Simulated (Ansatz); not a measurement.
# Moving the knobs of a GW run on H2CClF (P2_1)

Aim: change settings of a G0W0 run on H2CClF (P2_1) and see what moves.

Method: G0W0 on PBE, plane waves, norm-conserving pseudopotentials, in Ansatz 0.2.0.

## (1) The structure

The structure is monoclinic, space group P2_1 (No. 4). Conventional cell: a = 5.021 Å, b = 4.148 Å, c = 6.768 Å, α = 90.00°, β = 108.21°, γ = 90.00°. Nearest to H lie 1 C at 1.09 Å. Nearest to C lie 2 H at 1.09 Å and 1 F at 1.38 Å and 1 Cl at 1.79 Å. Nearest to Cl lie 1 C at 1.79 Å. Nearest to F lie 1 C at 1.38 Å. Farther neighbours and most contacts between anions are not listed.

As a file:

```cif
data_structure
_symmetry_space_group_name_H-M 'P2_1'
_symmetry_Int_Tables_number 4
_cell_length_a 5.0206
_cell_length_b 4.1477
_cell_length_c 6.7676
_cell_angle_alpha 90.000
_cell_angle_beta 108.205
_cell_angle_gamma 90.000
_cell_volume 133.87
loop_
_atom_site_label
_atom_site_type_symbol
_atom_site_symmetry_multiplicity
_atom_site_Wyckoff_symbol
_atom_site_fract_x
_atom_site_fract_y
_atom_site_fract_z
_atom_site_occupancy
H1 H 2 a 0.28530 0.39148 0.15539 1
H2 H 2 a 0.57077 0.10786 0.27085 1
C1 C 2 a 0.34603 0.14081 0.19431 1
Cl1 Cl 2 a 0.16636 0.00248 0.36828 1
F1 F 2 a 0.26439 0.95787 0.01487 1
```

Geometry: measured cell, ions relaxed with PBE. The runs that relaxed it are not among those shown.

## (2) The base run: 2×4×2 mesh, 303 empty bands, screening to 100 eV, norm-conserving files

G0W0 replaces the xc potential by the self-energy, built once from these orbitals. Only a window of levels is corrected, while the sums run over the empty bands that the input names. This step takes norm-conserving files.

Input file input.yaml:

```yaml
crystal:
  lattice:
    - [5.0206, 0.0, 0.0]
    - [0.0, 4.1477, 0.0]
    - [-2.1143188253, 0.0, 6.4288463713]
  atoms:
    - { symbol: H, position: [0.2852960594, 0.3914791351, 0.1553943381] }
    - { symbol: H, position: [0.7147039406, 0.8914791351, 0.8446056619] }
    - { symbol: H, position: [0.5707653094, 0.1078566959, 0.2708502709] }
    - { symbol: H, position: [0.4292346906, 0.6078566959, 0.7291497291] }
    - { symbol: C, position: [0.3460283809, 0.1408088981, 0.1943138297] }
    - { symbol: C, position: [0.6539716191, 0.6408088981, 0.8056861703] }
    - { symbol: Cl, position: [0.1663619786, 0.0024810456, 0.3682784982] }
    - { symbol: Cl, position: [0.8336380214, 0.5024810456, 0.6317215018] }
    - { symbol: F, position: [0.264389849, 0.9578742253, 0.0148699962] }
    - { symbol: F, position: [0.735610151, 0.4578742253, 0.9851300038] }
kpoints:
  mp_grid: { grid: [2, 4, 2] }
hamiltonian:
  xc: pbe
  pseudopotentials: { kind: nc }
scf:
  occupations: { method: fixed }
gw:
  n_empty_bands: 303
  ecut_chi: 100
  qp_bands: [v3, c3]
  qp_kpoints: band_edges
  screening: { model: contour_deformation }
```

The run is started by

```console
$ ansatz run input.yaml --threads 2 --pin off --max-ram 92160MiB --backend cuda --events-out ev --progress --plain --runs-dir out --devices 1 --max-vram 13GiB
```

Numbers of over 12 decimals in the logs are rounded to 6 here.

Output:

```text
GPUs: using 1 of 1 available (devices: 1).
Engine: ansatz 0.2.0, x86_64-unknown-linux-gnu
Pseudopotentials: kind: nc
Pseudopotential: H, nc, valence charge 1, recommended cutoff 979.609905 eV (normal), H.nc.azcp
Pseudopotential: C, nc, valence charge 4, recommended cutoff 1115.666836 eV (normal), C.nc.azcp
Pseudopotential: Cl, nc, valence charge 7, recommended cutoff 789.130201 eV (normal), Cl.nc.azcp (PseudoDojo's, or run here from an input of PseudoDojo's: the run reads no file of this project's for it)
Pseudopotential: F, nc, valence charge 7, recommended cutoff 1320 eV (normal), F.nc.azcp
Functional definition: PBE
  parameter kappa = 0.804
  parameter beta = 0.066725
  exchange = pbe_x(kappa = kappa, mu = beta*pi^2/3)
  correlation = pbe_c(beta = beta)
device memory: the entry about to start is reckoned to put 3.0 GiB on a device that reports 67.0 GiB free (of which the cap on the GPU budget leaves the run 13.0 GiB)
GPU FFT provider: cuFFT
GPU libraries: cuBLAS 13.8.2, cuFFT 12.4.0, cuSOLVER 12.3.4
Crystal: 10 atoms, lattice volume = 133.874 Å³
Basis set: ecut = 1320 eV, 14585 PW (Γ)
Bands: 30, of which v1, the nominal top of the filled ones, is band 20 counted from 1 (19 counted from 0)
Symmetry: 2 space group operations
Space group: P21 (ITA 4), of the structure as read, at distance tolerance 5.1e-5 Å
k-points: 12 of 16 (time reversal used)
Non-local potential: H, projectors of the file, l = 0: 2, l = 1: 1
Non-local potential: C, projectors of the file, l = 0: 2, l = 1: 2
Non-local potential: Cl, projectors of the file, l = 0: 2, l = 1: 2, l = 2: 2
Non-local potential: F, projectors of the file, l = 0: 2, l = 1: 2, l = 2: 1
Initial density: superposition of atomic densities (chi_scale 0.1, normalization cell, long waves kept (reshape's long-wave potential 0.59 eV rms))
Initial wavefunctions: pseudopotential atomic-orbital guess
GPU buffer pool allocated for 243000 grid points (all kernels)
GPU transforms: local potential and band sums: pruned to the plane-wave sphere, on 60×50×81
Functional: x = pbe(κ = 0.804, μ = 0.219515), c = pbe(β = 0.066725)
SCF iter   1: F=—  HF=-2657.769455 eV  |F-HF|=—  |Δ(HF+E_count)|=         —  Δρ=1.29e-1  dr2=1.93e1  ethr=3.10e-3  ⟨swp⟩=6.0  Hψ=1844  notcnv=0  defer=90
preconditioner: auto → Resta (q_TF=auto, 2.231 Å⁻¹)  ε∞=3.0  [insulator: Δε(μ)=4.333 eV  Ē_g=13.533 eV  n_scr=26 (ndim 8)  ℏωp=19.3 eV  f_vac=0.036  ε∞_Penn≈3.0]
SCF iter   2: F=—  HF=-2652.690864 eV  |F-HF|=—  |Δ(HF+E_count)|=    5.08e0  Δρ=6.09e-2  dr2=2.72e0  ethr=3.10e-3  ⟨swp⟩=4.8  Hψ=1137  notcnv=0  defer=96
SCF iter   3: F=—  HF=-2651.839981 eV  |F-HF|=—  |Δ(HF+E_count)|=   8.51e-1  Δρ=2.23e-2  dr2=5.80e-1  ethr=3.10e-3  ⟨swp⟩=2.4  Hψ=728  notcnv=0  defer=95
[...]
NSCF: frozen V_eff on 1 k-points
device memory: the entry about to start is reckoned to put 1.4 GiB on a device that reports 60.3 GiB free (of which the cap on the GPU budget leaves the run 13.0 GiB)
NSCF: frozen V_eff on 1 k-points
SCF converged after 9 iterations
Free energy (F): -2651.631790 eV
Harris-Foulkes:  -2651.631790 eV  (|F-HF|=3.68e-8)
Internal energy: -2651.631790 eV  (E = F + TS)
E sigma→0 (E₀):  -2651.631790 eV
Fermi energy:    -0.632920 eV
--- Per-component energies (eV) ---
  E_band       = -302.123639
  E_kinetic    = 1535.336068
  E_local      = -3000.813123  (includes V_loc(G=0)·N_el)
  E_nonlocal   = -68.095499
  E_hartree    = 981.964317
  E_xc         = -715.845460
  E_vxc        = -732.481989  (∫ρ·V_xc dr)
  E_ewald      = -1384.178092
  E_smearing   = -0.000000  (= −TS)
  E_closure    = -0.000000  (closes the sum)
  Σ components = -2651.631790   (vs F -2651.631790, Δ=0.00e0)
--- Band table (eV; the first three rows and the last of 12) ---
  k-point 0: bands = [... 16 lower, -1.3991, -1.3723, -1.3514, -0.8843, 5.7168, 5.9423, 6.4594, 7.5536, ... 6 higher]
  k-point 1: bands = [... 16 lower, -1.5382, -1.2596, -1.2442, -0.9175, 5.7804, 5.8161, 6.6997, 6.9933, ... 6 higher]
  k-point 2: bands = [... 16 lower, -1.4732, -1.4117, -1.2208, -0.8660, 5.6734, 5.9614, 6.7747, 7.6393, ... 6 higher]
  k-point 11: bands = [... 16 lower, -1.4082, -1.4082, -0.6392, -0.6392, 5.8890, 5.8890, 7.1698, 7.1698, ... 6 higher]
--- G₀W₀: contour deformation, 5 samples at zero and on the imaginary axis and 1 off it, 16 q-points, 303 empty bands' worth ---
  eigenvalues of the whole cell's RPA ε∞ on this k-mesh (on a slab, of 1 + 4πα/V) = 2.0175, 2.0274, 2.3741; static W/v taken at q = 0 is 0.462445
  bands read: the sum over 323 bands ends inside a degenerate multiplet in 4 slots, whose members it reads at an even weight; the widest, k=4: bands 323 to 324 (counted from 1) at 1/2 each
  gw.qp_kpoints: band_edges: 12 of 12 stored k-points solved, in 1 pass; an edge of the gap read off the rows below is read off those points alone
    ik  band        ε_KS         Σx   Σc(E_QP)       V_xc       Z   E_QP_lin       E_QP  E_QP is
     0    18     -1.3723   -21.9163     2.8555   -17.0046  0.8107    -3.4737    -3.4285  root
     0    19     -1.3514   -20.7677     2.6945   -15.9508  0.8124    -3.5240    -3.4739  root
     0    20     -0.8843   -21.1930     2.5951   -16.5461  0.8157    -2.9785    -2.9361  root
     0    21      5.7168    -8.7453    -3.7066   -14.4577  0.8363     7.7546     7.7225  root
     0    22      5.9423    -8.8789    -3.7860   -14.7088  0.8338     8.0213     7.9862  root
     0    23      6.4594    -5.9783    -3.3876   -10.6984  0.8595     7.8042     7.7918  root
     1    18     -1.2596   -21.5292     2.7561   -16.6772  0.8143    -3.4014    -3.3555  root
     1    19     -1.2442   -20.8111     2.6762   -16.0118  0.8134    -3.4166    -3.3673  root
[...]
11    20     -0.6392   -21.9237     2.7279   -17.1325  0.8181    -2.7435    -2.7025  root
    11    21      5.8890    -9.3157    -3.8304   -15.2597  0.8321     8.0403     8.0026  root
    11    22      5.8890    -9.3157    -3.8304   -15.2597  0.8321     8.0403     8.0026  root
    11    23      7.1698    -7.0531    -3.6776   -12.4964  0.8492     8.9607     8.9355  root
```

Elapsed: 20 s, on 1 × NVIDIA H100 80GB HBM3 (shared by 6 runs) with 2 threads of AMD EPYC 7R13 (Zen 3), shared host; peak memory 2.4 GiB.

The column dr2 measures how far the density is from self-consistency, as an energy; F and HF (Harris–Foulkes) agree once it is small.

This step gave:

```
bands summed                                 : 323
RPA ε∞ on this mesh (eigenvalues)            : 2.017, 2.027, 2.374
plane waves in the screening matrix          : 309
q-points in the mesh                         : 16
G0W0 gap on the mesh                         : 9.992 eV
k of the valence top                         : -0.5, -0.5, 0
k of the conduction bottom                   : -0.5, 0, 0
starting gap on the mesh                     : 5.987 eV
Z at the valence top                         : 0.8179
Z at the conduction bottom                   : 0.8374
least direct G0W0 gap on the computed points : 10.04 eV
```

The gap on the mesh goes from 5.99 eV to 9.99 eV, a correction of +4.01 eV. Between the two edge states, bare exchange in place of the xc potential would open the gap by 10.49 eV, and correlation takes back 6.48 eV.

## (3) Variant: norm-conserving files, smooth pair densities

Changes to input.yaml since step 2:

```diff
@@ -24,4 +24,4 @@
 gw:
-  n_empty_bands: 303
-  ecut_chi: 100
+  n_empty_bands: 217
+  ecut_chi: 80
   qp_bands: [v3, c3]
@@ -29 +29,2 @@
   screening: { model: contour_deformation }
+  pair_densities: pseudo
```

Output:

```text
GPUs: using 1 of 1 available (devices: 1).
[...]
GPU FFT provider: cuFFT
GPU libraries: cuBLAS 13.8.2, cuFFT 12.4.0, cuSOLVER 12.3.4
Crystal: 10 atoms, lattice volume = 133.874 Å³
Basis set: ecut = 1320 eV, 14585 PW (Γ)
Bands: 30, of which v1, the nominal top of the filled ones, is band 20 counted from 1 (19 counted from 0)
[... 1 set-up line as in the run before ...]
[...]
k-points: 12 of 16 (time reversal used)
[...]
GPU buffer pool allocated for 243000 grid points (all kernels)
[...]
SCF iter   1: F=—  HF=-2657.769455 eV  |F-HF|=—  |Δ(HF+E_count)|=         —  Δρ=1.29e-1  dr2=1.93e1  ethr=3.10e-3  ⟨swp⟩=6.0  Hψ=1844  notcnv=0  defer=90
[...]
SCF iter   9: F=-2651.631790 eV  HF=-2651.631790 eV  |F-HF|=3.68e-8  |Δ(HF+E_count)|=   5.12e-7  Δρ=4.22e-6  dr2=2.47e-8  ethr=2.50e-10  ⟨swp⟩=15.7  Hψ=2573  notcnv=0
SCF 1 converged in 9 iterations: F = -2651.631790 eV  dr2 = 2.47e-8
[...]
NSCF: frozen V_eff on 12 k-points, pencils in batches of 32, up to order 120
[...]
NSCF: frozen V_eff on 12 k-points
G₀W₀ screening: q 1/12
[... further progress lines ...]
[...]
SCF converged after 9 iterations
Free energy (F): -2651.631790 eV
[...]
Internal energy: -2651.631790 eV  (E = F + TS)
E sigma→0 (E₀):  -2651.631790 eV
Fermi energy:    -0.632920 eV
[...]
--- Band table (eV; the first three rows and the last of 12) ---
  k-point 0: bands = [... 16 lower, -1.3991, -1.3723, -1.3514, -0.8843, 5.7168, 5.9423, 6.4594, 7.5536, ... 6 higher]
  k-point 1: bands = [... 16 lower, -1.5382, -1.2596, -1.2442, -0.9175, 5.7804, 5.8161, 6.6997, 6.9933, ... 6 higher]
  k-point 2: bands = [... 16 lower, -1.4732, -1.4117, -1.2208, -0.8660, 5.6734, 5.9614, 6.7747, 7.6393, ... 6 higher]
  k-point 11: bands = [... 16 lower, -1.4082, -1.4082, -0.6392, -0.6392, 5.8890, 5.8890, 7.1698, 7.1698, ... 6 higher]
[...]
0    18     -1.3723   -19.9600     2.9373   -14.9082  0.8115    -3.5349    -3.4868  root
     0    19     -1.3514   -18.9257     2.7844   -13.9654  0.8131    -3.5802    -3.5272  root
     0    20     -0.8843   -19.2844     2.6897   -14.4911  0.8165    -3.0327    -2.9880  root
     0    21      5.7168    -7.4531    -3.5945   -13.0551  0.8376     7.7566     7.7243  root
     0    22      5.9423    -7.4207    -3.6728   -13.1157  0.8350     7.9988     7.9644  root
     0    23      6.4594    -5.1378    -3.3389    -9.8280  0.8600     7.8236     7.8107  root
     1    18     -1.2596   -19.7487     2.8460   -14.7693  0.8153    -3.4408    -3.3930  root
     1    19     -1.2442   -18.9804     2.7698   -14.0388  0.8141    -3.4678    -3.4160  root
[...]
11    20     -0.6392   -20.2185     2.8252   -15.3117  0.8193    -2.7628    -2.7209  root
    11    21      5.8890    -7.8670    -3.7155   -13.7006  0.8335     8.0450     8.0070  root
    11    22      5.8890    -7.8670    -3.7155   -13.7006  0.8335     8.0450     8.0070  root
    11    23      7.1698    -6.3225    -3.5991   -11.7045  0.8499     8.9786     8.9527  root
```

The job ended after 21 s (1 × NVIDIA H100 80GB HBM3 (shared by 6 runs) with 2 threads; peak memory 2 GiB; 27 s of CPU time).

The G0W0 gap on the mesh is 10.017 eV.

Against the base:

```
              setting  base  variant
          empty bands   303      217
screening cutoff (eV)   100       80
       pair densities     -   pseudo
```

```
                                    quantity  variant    base
                    starting gap on the mesh    5.987   5.987
                        G0W0 gap on the mesh   10.017   9.992
least direct G0W0 gap on the computed points   10.089  10.038
                        Z at the valence top    0.819   0.818
                  Z at the conduction bottom    0.839   0.837
```

## (4) What came out

| Quantity | Value |
| --- | --- |
| base | 9.99 eV, 20 s |
| norm-conserving files, smooth pair densities | 10.02 eV, 21 s |

**Reading.** Norm-conserving files, smooth pair densities: the gap moves by +0.02 eV. The variant differs from the base in empty bands, screening cutoff and pair densities together, so the change can't be laid to one of them. All runs here use a coarse mesh and modest cutoffs; they test settings and are not final values. The 2×4×2 mesh is coarse for this cell (its supercell is 10 Å along the shortest edge). The RPA ε∞ on it, from the PBE start, is 2.02, 2.03 and 2.37; such meshes misread the long-range screening, most where the gap is narrow.

[Paths, hosts, dates, memory and timing lines, banners, echoed tables and standing remarks are left out of the program output.]

[Logs are printed without paths, hosts, clocks, repeated set-up lines and the standing remarks that a program may print on its own settings, such as how far it seeks lower states.]

[Runs of the session that timed out or met a known fault of the program may be left out.]

[Cells called generated may have been cut or substituted from an entry of the Crystallography Open Database or the Materials Project.]

[Hosts, paths, dates, database ids (printed as entryN), source tags and the programs' standing remarks are cut or masked in the printed files.]
